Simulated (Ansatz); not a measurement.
# HfC (Fm-3m) under biaxial strain in the (001) plane

Aim: how do the optical modes of HfC (Fm-3m) shift and split under this strain?

Main program and level: Ansatz 0.2.0; DFT LDA, scalar-relativistic, plane waves, PAW; PAW set soft_1.

The database entry behind the starting cell differs from later determinations by our own check (about 0.2 % long), so it need not match the best structure at ambient conditions.

## Step 1: Set-up

The structure is cubic, space group Fm-3m (No. 225). Conventional cell: a = 4.650 Å, b = 4.650 Å, c = 4.650 Å, α = 90.00°, β = 90.00°, γ = 90.00°. Nearest to C lie 6 Hf at 2.33 Å. Nearest to Hf lie 6 C at 2.33 Å. Farther neighbours are not listed.

## Step 2: A rough relaxation first

The start is far from rest, so a relaxation with loose tolerances brings it close first.

The input, input.yaml:

```yaml
crystal:
  lattice:
    - [0.0, 2.325, 2.325]
    - [2.325, 0.0, 2.325]
    - [2.325, 2.325, 0.0]
  atoms:
    - { symbol: C, position: [0.0, 0.0, 0.0] }
    - { symbol: Hf, position: [0.5, 0.5, 0.5] }
kpoints:
  mp_grid: { grid: [8, 8, 8] }
hamiltonian:
  xc: lda
  pseudopotentials: { kind: paw, azcp: { folder: soft_1 }, xc_functional: pbe }
scf:
  occupations: { method: gaussian, width: 0.1 }
output:
  forces: true
  stress: true
  eigenvalues: true
relax:
  adjacent_minimum: "off"
  f_tol: 0.05
  max_steps: 80
  cell: { stress_tol: 0.5 }
```

The run is started by

```
ansatz run input.yaml --threads 4 --pin off --max-ram 10240MiB --backend cpu --events-out ev --progress --plain --runs-dir out
```

Numbers of over 12 decimals in the logs are rounded to 6 here.

The log of the run:

```text
The last accepted step is kept in <dir> (removed where the run ends without a failure and the disk answers)
Engine: ansatz 0.2.0, aarch64-unknown-linux-gnu
Pseudopotentials: kind: paw
Pseudopotential: C, paw, valence charge 4, recommended cutoff 420 eV (normal), soft_1/C.paw.azcp
Pseudopotential: Hf, paw, valence charge 26, recommended cutoff 420 eV (normal), soft_1/Hf.paw.azcp
Functional definition: SPW92
[...]
--- Relaxed structure (4 steps of the walk, 4 accepted, 1 SCFs on fresh bases) ---
  F+E_penalty+E_count = -15722.50895017 eV   max|allowed force component| = 1.920e-29 eV/Å   (the final SCF, on the basis selected at the relaxed cell)
  cell:  # Å, volume = 23.9142 Å³
    - [0, 2.286695, 2.286695]
    - [2.286695, 0, 2.286695]
    - [2.286695, 2.286695, 0]
  atoms:
    - { symbol: C, position: [0, 0, 0] }
    - { symbol: Hf, position: [0.5, 0.5, 0.5] }
[key lines of the parts left out:]
SCF converged after 6 iterations
Free energy (F): -15722.508950 eV
Fermi energy:    19.221179 eV
P = ⅓ Tr σ = -0.1068 GPa (-1.068 kbar)
```

Elapsed: 2.1 s, on 4 threads of Arm Neoverse V1, shared host; peak memory 0.36 GiB.

The steps of the relaxation:

```
step  energy less that of the first step (eV)  largest force component (eV/Å)  pressure (GPa)  volume (Å³)
   1                                   0.0000                          0.0000          -11.88        25.14
   2                                  -0.0189                          0.0000           11.16        22.99
   3                                  -0.0486                          0.0000           -0.76        23.98
   4                                  -0.0489                          0.0000           -0.04        23.91
  5*                                  -0.0476                          0.0000           -0.11        23.91
```

Relaxation steps marked * repeat the geometry before them on a plane-wave basis chosen anew for their cell, so energy and pressure can jump there.

Forces are held to the 48 operations that the run works with; a distortion that breaks them can't arise in this run.

```
conventional cell, symmetrised  before  after  change
                         a (Å)   4.650  4.573  -1.6 %
                         b (Å)   4.650  4.573  -1.6 %
                         c (Å)   4.650  4.573  -1.6 %
              volume (Å³/atom)   12.57  11.96  -4.9 %
```

The relaxed structure:

```
C Hf
1.0
     0.00000    2.28670    2.28670
     2.28670    0.00000    2.28670
     2.28670    2.28670    0.00000
C Hf
1 1
Cartesian
  0.0000 0.0000 0.0000
  2.2867 2.2867 2.2867
```

This step gave:

| Property | Result |
| --- | --- |
| pressure | -0.1068 GPa |
| volume per atom | 11.96 Å³ |
| gap on the k-mesh | 0 eV |

In this step the volume went from 12.57 to 11.96 Å³/atom.

## Step 3: Relaxation

The cell and atoms are relaxed, since residual forces and stress would shift the frequencies.

input.yaml, the sections that differ from step 2:

```yaml
crystal:
  lattice:
    - [0.0, 2.2866954253, 2.2866954253]
    - [2.2866954253, 0.0, 2.2866954253]
    - [2.2866954253, 2.2866954253, 0.0]
  atoms:
    - { symbol: C, position: [0.0, 0.0, 0.0] }
    - { symbol: Hf, position: [0.5, 0.5, 0.5] }
kpoints:
  mp_grid: { grid: [16, 16, 16] }
output:
  forces: true
  stress: true
  eigenvalues: true
  write_density: true
  write_potential: true
  elf: true
  volumetric_format: npy
relax:
  adjacent_minimum: "off"
  f_tol: 0.005
  max_steps: 80
  cell: { stress_tol: 0.05 }
# hamiltonian, scf: as in step 2
```

The log of the run:

```text
[...]
Crystal: 2 atoms, lattice volume = 23.914 Å³
Basis set: ecut = 420 eV, 459 PW (Γ)
Bands: 19, of which v1, the nominal top of the filled ones, is band 15 counted from 1 (14 counted from 0)
Symmetry: 48 space group operations
[...]
k-points: 145 of 4096
[...]
SCF iter   1: F=—  HF=-15723.154596 eV  |F-HF|=—  |Δ(HF+E_count)|=         —  Δρ=9.17e-2  dr2=2.70e0  ethr=3.10e-3  ⟨swp⟩=5.2  Hψ=12296  notcnv=0
[...]
SCF iter   8: F=-15722.512468 eV  HF=-15722.512468 eV  |F-HF|=5.73e-9  |Δ(HF+E_count)|=   1.14e-7  Δρ=1.34e-5  dr2=2.33e-8  ethr=3.33e-10  ⟨swp⟩=14.5  Hψ=28281  notcnv=0
SCF 1 converged in 8 iterations: F = -15722.512468 eV  dr2 = 2.33e-8
  Residual-converged pass: ⟨swp⟩=1.1  Hψ=3348  notcnv=0  max |occ|·‖R‖ = 7.1e-9 eV (tolerance 1.0e-8 eV)  dr2=2.33e-8  dr2_onsite=9.09e-9  max |Δocc| = 5.5e-10
[...]
relax step   1: F+E_penalty+E_count = -15722.51246781 eV  Δ(F+E_penalty+E_count) = +0.000e0 eV  max|allowed force component| = 4.273e-29 eV/Å  Δτ_max = 0.0000 Å  P = -0.111 GPa  Ω = 23.914 Å³  (8 SCF iters, dr2 threshold 1.00e-7 eV, accepted)
Crystal: 2 atoms, lattice volume = 23.898 Å³
[...]
SCF iter   4: F=-15722.512493 eV  HF=-15722.512493 eV  |F-HF|=1.75e-8  |Δ(HF+E_count)|=   5.40e-9  Δρ=8.72e-6  dr2=1.88e-8  ethr=1.03e-10  ⟨swp⟩=9.3  Hψ=19398  notcnv=0
SCF 2 converged in 4 iterations: F = -15722.512493 eV  dr2 = 1.88e-8
relax step   2: F+E_penalty+E_count = -15722.51249323 eV  Δ(F+E_penalty+E_count) = -2.542e-5 eV  max|allowed force component| = 2.437e-29 eV/Å  Δτ_max = 0.0000 Å  P = +0.070 GPa  Ω = 23.898 Å³  energy of the carried Pulay correction = +2.328e-5 eV  (4 SCF iters, dr2 threshold 3.08e-8 eV, accepted)
Crystal: 2 atoms, lattice volume = 23.904 Å³
[...]
SCF iter   3: F=-15722.512486 eV  HF=-15722.512486 eV  |F-HF|=1.23e-9  |Δ(HF+E_count)|=   7.31e-9  Δρ=2.57e-6  dr2=8.63e-10  ethr=4.04e-11  ⟨swp⟩=9.5  Hψ=19942  notcnv=0
SCF 3 converged in 3 iterations: F = -15722.512486 eV  dr2 = 8.63e-10
relax step   3: F+E_penalty+E_count = -15722.51248564 eV  Δ(F+E_penalty+E_count) = +7.591e-6 eV  max|allowed force component| = 6.889e-29 eV/Å  Δτ_max = 0.0000 Å  P = -0.000 GPa  Ω = 23.904 Å³  energy of the carried Pulay correction = +1.431e-5 eV  (3 SCF iters, dr2 threshold 1.21e-8 eV, accepted)
[...]
SCF iter   5: F=-15722.512470 eV  HF=-15722.512470 eV  |F-HF|=5.46e-12  |Δ(HF+E_count)|=  7.28e-12  Δρ=8.00e-8  dr2=1.56e-12  ethr=1.00e-12  ⟨swp⟩=6.5  Hψ=14224  notcnv=0
SCF 4 converged in 5 iterations: F = -15722.512470 eV  dr2 = 1.56e-12
relax step   4: F+E_penalty+E_count = -15722.51247021 eV  Δ(F+E_penalty+E_count) = +1.543e-5 eV  max|allowed force component| = 9.572e-29 eV/Å  Δτ_max = 0.0000 Å  P = -0.001 GPa  Ω = 23.904 Å³  stress off target by 9.57e-4 GPa  SCF on the basis re-selected at this cell (its energy is not comparable with the rows above)  (5 SCF iters)
[...]
SCF converged after 5 iterations
Free energy (F): -15722.512470 eV
[...]
Internal energy: -15722.510266 eV  (E = F + TS)
E sigma→0 (E₀):  -15722.511368 eV
Entropy (-TS):   -0.002205 eV (-1.102 meV/atom)
Fermi energy:    19.262264 eV
[...]
--- Stress (GPa, compression-positive) ---
       -0.000957      -0.000000      -0.000000
       -0.000000      -0.000957      -0.000000
       -0.000000      -0.000000      -0.000957
  P = ⅓ Tr σ = -0.0010 GPa (-0.010 kbar)
--- Band table (eV; the first three rows and the last of 145) ---
  k-point 0: bands = [... 11 lower, 8.4570, 20.3770, 20.3770, 20.3770, 20.5497, 20.5497, 20.5497, 22.7094]
  k-point 1: bands = [... 11 lower, 8.4571, 19.5296, 19.7874, 19.7874, 20.8082, 20.8082, 21.1601, 23.2520]
  k-point 2: bands = [... 11 lower, 8.4574, 18.4537, 18.9320, 18.9320, 21.1560, 21.1560, 21.6251, 24.3880]
  k-point 144: bands = [... 11 lower, 9.7222, 16.1576, 16.5250, 16.5250, 23.0216, 23.0216, 26.2692, 26.6937]
--- Relaxed structure (3 steps of the walk, 3 accepted, 1 SCFs on fresh bases) ---
[...]
cell:  # Å, volume = 23.9040 Å³
    - [0, 2.286373, 2.286373]
    - [2.286373, 0, 2.286373]
    - [2.286373, 2.286373, 0]
  atoms:
    - { symbol: C, position: [0, 0, 0] }
    - { symbol: Hf, position: [0.500000, 0.500000, 0.500000] }
```

It took 5.5 s on 4 threads; peak memory 0.44 GiB.

Little changed from the start: no atom moved by 0.005 Å and no cell edge by 0.1 %.

This step gave:

* pressure: -9.57e-4 GPa
* volume per atom: 11.95 Å³

ELF in the ac plane of the conventional cell at fractional y = 0.000, with atoms of C and Hf within 0.2 Å of it. It is the smooth field of the valence electrons, not physical close to the nuclei.

Ten even steps from '_' (0.10) to '@' (0.85), each cell a mean:
```
::##%%----%%@@@@@@**..**%%==
%%%%##--..++%%%%##::..++%%%%
****++::__..----::____--++**
::..__..::--------::..__....
**==..__++##%%%%%%##::__::**
@@%%==..**%%##++%%%%--::##@@
@@@@**::**%%::__++%%----%%@@
@@@@**..**%%==::##%%----%%@@
%%##::..++%%%%%%%%##--..++%%
--::____--++******++::__..--
----::..__....::..__..::----
%%%%##::__::****==..__++##%%
++%%%%--::##@@@@%%==..**%%##
__++%%----%%@@@@@@**::**%%::
```
Columns run along a (4.6 Å), rows up along c (4.6 Å), edges of the conventional cell, whose origin can differ from the input's. Atoms in or near the plane, at fractional coordinates: C at (0.00, 0.00), C at (0.50, 0.50), Hf at (0.50, 0.00), Hf at (0.00, 0.50).

Valence density in the ac plane of the conventional cell at fractional y = 0.000, with atoms of C and Hf within 0.2 Å of it. It is the smooth field of the valence electrons, not physical close to the nuclei.

Ten steps, logarithmic in the rise over the least value, from '_' (0 e/Å³) to '@' (50 e/Å³), each cell a mean:
```
::::..__..++%%@@##--....::::
::....____--++**==..____..::
..__________..::..________..
..____________..__________..
--::..____........______..--
##**::____..::::::..__..==##
@@##--....::::::::....::**@@
@@##--....::::::::..__..++%%
**==..____..::::....____--++
::..________....__________..
..__________....____________
....______..----::..____....
::::..__..==####**::____..::
::::....::**@@@@##--....::::
```
Columns run along a (4.6 Å), rows up along c (4.6 Å), edges of the conventional cell, whose origin can differ from the input's. Atoms in or near the plane, at fractional coordinates: C at (0.00, 0.00), C at (0.50, 0.50), Hf at (0.50, 0.00), Hf at (0.00, 0.50).

Electrostatic potential energy in the ac plane of the conventional cell at fractional y = 0.000, with atoms of C and Hf within 0.2 Å of it. With pseudopotentials it is smooth inside the atoms' cores, unlike the true potential.

Ten even steps from '_' (-35 eV) to '@' (20 eV), each cell a mean:
```
__--%%@@**==++++====%%@@**__
++##@@@@%%++==--==**@@@@%%**
@@@@@@@@@@%%****##%%@@@@@@@@
%%%%@@@@@@@@@@%%@@@@@@@@@@%%
==++##@@@@@@%%%%@@@@@@%%**==
==--++%%@@##--..++@@@@##====
**====%%@@++____..%%%%**--++
++====%%@@**____--%%@@**==++
--==**@@@@%%**++##@@@@%%++==
**##%%@@@@@@@@@@@@@@@@@@%%**
%%@@@@@@@@@@%%%%%%@@@@@@@@@@
%%@@@@@@%%**====++##@@@@@@%%
..++@@@@##======--++%%@@##--
__..%%%%**--++**====%%@@++__
```
Columns run along a (4.6 Å; values clipped at the 3rd and 97th percentile), rows up along c (4.6 Å), edges of the conventional cell, whose origin can differ from the input's. Atoms in or near the plane, at fractional coordinates: C at (0.00, 0.00), C at (0.50, 0.50), Hf at (0.50, 0.00), Hf at (0.00, 0.50).

In this step the volume went from 11.96 to 11.95 Å³/atom.

## Step 4: Tight relaxation

Phonons need small forces and stress, so the relaxation is finished with tight tolerances on 16×16×16 k points.

input.yaml, the sections that differ from step 3:

```yaml
crystal:
  lattice:
    - [0.0, 2.2863725987, 2.2863725987]
    - [2.2863725987, 0.0, 2.2863725987]
    - [2.2863725987, 2.2863725987, 0.0]
  atoms:
    - { symbol: C, position: [0.0, 0.0, 0.0] }
    - { symbol: Hf, position: [0.5, 0.5, 0.5] }
scf:
  occupations: { method: methfessel_paxton, width: 0.2 }
relax:
  adjacent_minimum: "off"
  f_tol: 0.001
  max_steps: 60
  cell: { stress_tol: 0.01 }
# kpoints, hamiltonian, output: as in step 3
```

The log of the run:

```text
[...]
Crystal: 2 atoms, lattice volume = 23.904 Å³
Basis set: ecut = 420 eV, 459 PW (Γ)
Bands: 19, of which v1, the nominal top of the filled ones, is band 15 counted from 1 (14 counted from 0)
Symmetry: 48 space group operations
[...]
k-points: 145 of 4096
[...]
k-point 144: bands = [... 11 lower, 9.7226, 16.1580, 16.5252, 16.5252, 23.0218, 23.0218, 26.2689, 26.6936]
--- Relaxed structure (1 steps of the walk, 1 accepted, 1 SCFs on fresh bases) ---
[...]
cell:  # Å, volume = 23.9040 Å³
    - [0.0, 2.2863725987, 2.2863725987]
    - [2.2863725987, 0.0, 2.2863725987]
    - [2.2863725987, 2.2863725987, 0.0]
  atoms:
    - { symbol: C, position: [0.0, 0.0, 0.0] }
    - { symbol: Hf, position: [0.5, 0.5, 0.5] }
[key lines of the parts left out:]
SCF converged after 6 iterations
Free energy (F): -15722.511974 eV
Fermi energy:    19.265170 eV
P = ⅓ Tr σ = 0.0079 GPa (0.079 kbar)
```

The job ended after 3.2 s (4 threads; peak memory 0.44 GiB).

Little changed from the start: no atom moved by 0.005 Å and no cell edge by 0.1 %.

This step gave:

```
pressure : 0.007895 GPa
```

Electrostatic potential energy in the ac plane of the conventional cell at fractional y = 0.000, with atoms of C and Hf within 0.2 Å of it. With pseudopotentials it is smooth inside the atoms' cores, unlike the true potential.

Values in eV, 14 rows by 14 columns, each cell a mean:
```
-34 -18  11  15   1 -13  -7  -4 -12  -8  10  16  -1 -30
 -6   7  18  17   9  -6 -13 -14 -11   1  14  18  14  -1
 15  17  19  19  16   9   1   0   5  13  18  20  18  16
  9  12  16  19  19  17  15  14  16  18  19  18  14  10
-10  -4   7  16  19  18  11   9  15  19  18  13   1  -8
-10 -14  -4  12  17   7 -18 -25  -6  15  16   5 -11 -12
  1 -10 -10   9  15  -6 -34 -35 -25   9  14   0 -14  -4
 -4 -12  -8  10  16  -1 -30 -34 -18  11  15   1 -13  -7
-14 -11   1  14  18  14  -1  -6   7  18  17   9  -6 -13
  0   5  13  18  20  18  16  15  17  19  19  16   9   1
 14  16  18  19  18  14  10   9  12  16  19  19  17  15
  9  15  19  18  13   1  -8 -10  -4   7  16  19  18  11
-25  -6  15  16   5 -11 -12 -10 -14  -4  12  17   7 -18
-35 -25   9  14   0 -14  -4   1 -10 -10   9  15  -6 -34
```
Columns run along a (4.6 Å; values clipped at the 3rd and 97th percentile), rows up along c (4.6 Å), edges of the conventional cell, whose origin can differ from the input's. Atoms in or near the plane, at fractional coordinates: C at (0.00, 0.00), C at (0.50, 0.50), Hf at (0.50, 0.00), Hf at (0.00, 0.50).

ELF in the ac plane of the conventional cell at fractional y = 0.000, with atoms of C and Hf within 0.2 Å of it. It is the smooth field of the valence electrons, not physical close to the nuclei.

Ten even steps from '_' (0.10) to '@' (0.85), each cell a mean:
```
::##%%----%%@@@@@@**..**%%==
%%%%##--..++%%%%##::..++%%%%
****++::__..----::____--++**
::..__..::--------::..__....
**==..__++##%%%%%%##::__::**
@@%%==..**%%##++%%%%--::##@@
@@@@**::**%%::__++%%----%%@@
@@@@**..**%%==::##%%----%%@@
%%##::..++%%%%%%%%##--..++%%
--::____--++******++::__..--
----::..__....::..__..::----
%%%%##::__::****==..__++##%%
++%%%%--::##@@@@%%==..**%%##
__++%%----%%@@@@@@**::**%%::
```
Columns run along a (4.6 Å), rows up along c (4.6 Å), edges of the conventional cell, whose origin can differ from the input's. Atoms in or near the plane, at fractional coordinates: C at (0.00, 0.00), C at (0.50, 0.50), Hf at (0.50, 0.00), Hf at (0.00, 0.50).

Valence density in the ac plane of the conventional cell at fractional y = 0.000, with atoms of C and Hf within 0.2 Å of it. It is the smooth field of the valence electrons, not physical close to the nuclei.

Ten steps, logarithmic in the rise over the least value, from '_' (0 e/Å³) to '@' (50 e/Å³), each cell a mean:
```
::::..__..++%%@@##--....::::
::....____--++**==..____..::
..__________..::..________..
..____________..__________..
--::..____........______..--
##**::____..::::::..__..==##
@@##--....::::::::....::**@@
@@##--....::::::::..__..++%%
**==..____..::::....____--++
::..________....__________..
..__________....____________
....______..----::..____....
::::..__..==####**::____..::
::::....::**@@@@##--....::::
```
Columns run along a (4.6 Å), rows up along c (4.6 Å), edges of the conventional cell, whose origin can differ from the input's. Atoms in or near the plane, at fractional coordinates: C at (0.00, 0.00), C at (0.50, 0.50), Hf at (0.50, 0.00), Hf at (0.00, 0.50).

The forces vanish by symmetry and the pressure is 0.008 GPa, within the tolerances set. The cell now holds 11.95 Å³/atom.

## Step 5: Modes at rest

The force constants come from the linear response of the density to a displacement.

The modes at rest are the reference of the series.

input.yaml, the sections that differ from step 4:

```yaml
output:
  eigenvalues: true
phonons:
  method: dfpt
# crystal, kpoints, hamiltonian, scf: as in step 4
# relax: removed
```

The log of the run:

```text
[...]
Crystal: 2 atoms, lattice volume = 23.904 Å³
Basis set: ecut = 420 eV, 459 PW (Γ), exchange–correlation on 48×48×48 points (8 copies of the dense FFT grid, shifted against one another)
Bands: 19, of which v1, the nominal top of the filled ones, is band 15 counted from 1 (14 counted from 0)
Symmetry: 48 space group operations
k-points: 349 of 4096 (irreducible under 8 space group operations, time reversal used)
[...]
SCF iter   1: F=—  HF=-15723.154503 eV  |F-HF|=—  |Δ(HF+E_count)|=         —  Δρ=9.17e-2  dr2=2.70e0  ethr=3.10e-3  ⟨swp⟩=4.8  Hψ=28927  notcnv=0
[...]
SCF iter  10: F=-15722.511975 eV  HF=-15722.511975 eV  |F-HF|=1.46e-11  |Δ(HF+E_count)|=  5.95e-10  S|Δr|=    0.00e0  Δρ=2.56e-7  dr2=9.80e-12  ethr=1.00e-12  ⟨swp⟩=4.2  Hψ=65694  notcnv=0
SCF 1 converged in 10 iterations: F = -15722.511975 eV  dr2 = 9.80e-12
[...]
DFPT response loops at Γ: preconditioner auto → Kerker (q_TF=auto, 2.834 Å⁻¹) (partly filled bands, converged f_vac=0.000); β = 1.00, the filter's whole step (`scf.mixing.beta` (0.50) is not read by the response loops under this deck's `scf.mixing.preconditioner`; to damp them name `kerker` or `kerker_dos`, under which they read `scf.mixing.beta`, and type it under 1.00, their step now; both keys bind the ground state too); Broyden in place of MSR1
SCF converged after 10 iterations
[...]
Free energy (F): -15722.511975 eV
[...]
Internal energy: -15722.511147 eV  (E = F + TS)
E sigma→0 (E₀):  -15722.511768 eV
Entropy (-TS):   -0.000828 eV (-0.414 meV/atom)
Fermi energy:    19.265169 eV
[...]
--- Band table (eV; the first three rows and the last of 349) ---
  k-point 0: bands = [... 11 lower, 8.4567, 20.3776, 20.3776, 20.3776, 20.5495, 20.5495, 20.5495, 22.7092]
  k-point 1: bands = [... 11 lower, 8.4568, 19.5299, 19.7878, 19.7878, 20.8082, 20.8082, 21.1602, 23.2520]
  k-point 2: bands = [... 11 lower, 8.4571, 18.4539, 18.9323, 18.9323, 21.1558, 21.1558, 21.6252, 24.3881]
  k-point 348: bands = [... 11 lower, 9.7226, 16.1580, 16.5252, 16.5252, 23.0218, 23.0218, 26.2689, 26.6936]
--- Phonons (Γ-DFPT): 2 representative perturbations + reference, on 349 of 4096 k-points (Σ response iterations 7) ---
  k mesh reduced under 8 symmetry operations, with k and −k counted as one. Each operation leaves every solved perturbation unchanged. A smaller set is not used because it would not reduce the number of displacements times k-points to solve
  ASR residual: 1.533e-4 → 0.000e0 eV/Å²; symmetrization residual: 1.000e-6 eV/Å²
  ASR residual per site (eV/Å²): 1.03e-4 1.53e-4
  Γ frequencies (cm⁻¹): 0.00 0.00 0.00 462.27 462.27 462.27
  non-analytic LO–TO correction: not included (Born effective charges unavailable; polar crystals: no LO–TO splitting at Γ)
```

It took 16 s on 4 threads; peak memory 0.83 GiB.

This step gave:

```yaml
sum_rule_residual_before_enforcement: 1.53e-4 eV/Å²
point_group: m-3m
highest_optical_mode_at_the_zone_centre_no_lo_to_term: 462.3 cm⁻¹
lowest_optical_zone_centre_mode: 462.3 cm⁻¹
```

Patterns of degenerate modes are one choice out of their space. The modes at Γ (shares of kinetic energy by element, %):

```
mode  frequency (cm⁻¹)  symmetry  C %  Hf %
   1               0.0  acoustic    6    94
   2               0.0  acoustic    6    94
   3               0.0  acoustic    6    94
   4             462.3       T1u   94     6
   5             462.3       T1u   94     6
   6             462.3       T1u   94     6
```

Displacements in mode 5 (462.3 cm⁻¹), the largest set to 1:
```
C1   0.00 -0.06  1.00
Hf2  0.00  0.00 -0.07
```

Before it was imposed, the acoustic sum rule was missed by 1.5e-4 eV/Å². Small misses are needed for a sound result but don't prove that mesh and cutoff are converged. The lowest optical mode is real, 462 cm⁻¹.

[end of part 1 of 2]

[Logs are printed without paths, hosts, clocks, repeated set-up lines and the standing remarks that a program may print on its own settings, such as how far it seeks lower states.]

[Hosts, paths, dates, database ids (printed as entryN), source tags and the programs' standing remarks are cut or masked in the printed files.]
